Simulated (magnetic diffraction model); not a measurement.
**CuSnI6 below its ordering temperature**

Space group P-1 (no. 2), a = 7.5010 Å, b = 7.5660 Å, c = 7.9250 Å, α = 62.22°, β = 89.41°, γ = 61.64°.

```
site  atom       x       y       z
  2i     I  0.8744  0.8762  0.7584
  2i     I  0.3862  0.4708  0.2610
  2i     I  0.7476  0.8820  0.2499
  1f    Sn     1/2       0     1/2
  1a    Cu       0       0       0
```

The compound is invented for this exercise: a known structure type with other elements, its cell scaled to their sizes and not relaxed.

Only Cu is taken to order (form factors of Cu2+); orders and moment sizes are assumed, and not adapted to the symmetry. Radiation: neutrons of λ = 1.594 Å, 8° to 30°; isotropic B of 0.52 Å² (I), 0.53 Å² (Sn) and 0.69 Å² (Cu). The intensities are simulated: I ∝ L Σ (|F_N|² + |F_M⊥|²) for unpolarised neutrons, with F_M = 2.695 fm/μB × Σ f(s) S exp(2πi Q·r) exp(−B s²) at Q = H ± k (one set where k and −k are equivalent), only the part normal to Q counting and L = 1/(sin²θ cos θ). For collinear order S is the moment m, which repeats by lattice and centring translations R with the sign exp(−2πi k·R). Form factors are spin-only for 3d ions and dipole or tabulated for f ions, scattering lengths are Sears's of 1992, and absorption is left out. A label names one of the reflections at its angle. The strongest nuclear line in the range is 100, and lines under 0.2 are left out.

Above the ordering temperature:

```
2θ (°)     index      I
 13.56   (0 0 1)    0.7
 14.41   (1 0 0)    0.2
 14.87   (1 1 0)    0.2
 16.16   (0 1 0)  100.0
 16.80   (1 1 1)   92.5
 16.92  (1 0 -1)   89.8
 22.40   (1 0 1)   18.0
 23.09  (1 1 -1)    9.1
 23.29   (0 1 2)    9.7
 24.34   (1 2 1)    0.6
 26.13  (0 1 -1)    2.5
 26.93  (1 -1 0)   81.4
 27.24  (1 0 -2)    0.4
 27.32   (0 0 2)   31.0
 27.69   (1 2 0)   44.6
 27.83   (2 1 1)   57.0
 27.91   (0 2 1)    2.0
 28.15  (-1 1 2)   55.8
 28.24   (1 2 2)   57.4
 28.48  (2 1 -1)   64.2
 28.56  (2 0 -1)    0.3
 29.06   (2 0 0)    2.0
```

Below it (cell unchanged):

```csv
2θ (°),I
13.56,0.7
13.85,1.5
14.17,2.1
14.33,0.2
14.41,0.2
14.87,0.2
16.16,100.0
16.80,92.5
16.92,89.8
17.54,1.1
18.16,1.0
18.21,0.6
20.41,0.8
20.59,0.9
21.59,0.8
22.40,18.0
23.09,9.1
23.29,9.7
24.34,0.6
24.50,0.6
25.14,0.2
25.17,0.5
25.32,0.2
25.68,0.4
26.13,2.5
26.93,81.4
27.24,0.4
27.32,31.0
27.69,44.6
27.83,57.0
27.91,2.0
27.92,0.2
27.97,0.4
28.15,55.8
28.16,0.3
28.24,57.4
```
(The table stops after 36 lines; 6 more lie at higher angle.)

**Question.** Find the propagation vector, then choose among these models:
A. collinear moments along [111], 0.95 μB on Cu
B. collinear moments along [001], 0.95 μB on Cu
C. collinear moments along [110], 0.95 μB on Cu

The new lines index as (0 1 1/2) at 13.85°, (1 0 -1/2) at 14.17°, (1 0 1/2) at 17.54° and (1 1 -1/2) at 18.16°, that is as H ± k with k = (0 0 1/2). Half indices mean that the moments reverse under translations with k·R a half-integer, and the magnetic cell has twice the primitive volume. Below the range, at 6.77°, lies the magnetic line (0 0 1/2) with 9.

Magnetic intensity, observed (below minus above) and for each model:

| 2θ (°) | index | observed | A | B | C |
| --- | --- | --- | --- | --- | --- |
| 14.33 | (1 1 1/2) | 0.2 | 0.2 | 1.8 | <0.2 |
| 18.16 | (1 1 -1/2) | 1.0 | 1.0 | 1.1 | 0.5 |
| 18.21 | (0 1 3/2) | 0.6 | 0.6 | <0.2 | 1.1 |
| 20.41 | (0 0 3/2) | 0.8 | 0.8 | 0.3 | 1.0 |
| 21.59 | (1 0 -3/2) | 0.8 | 0.8 | 0.3 | 0.8 |
| 25.14 | (1 2 1/2) | 0.2 | 0.2 | 0.6 | <0.2 |
| 25.32 | (2 1 1/2) | 0.2 | 0.2 | 0.5 | <0.2 |
| 25.68 | (2 1 -1/2) | 0.4 | 0.4 | 0.5 | <0.2 |

Model A matches.

The structure used: k = (0 0 1/2), collinear moments along [111], 0.95 μB on Cu.

[Logs are printed without paths, hosts, clocks, repeated set-up lines and the standing remarks that a program may print on its own settings, such as how far it seeks lower states.]
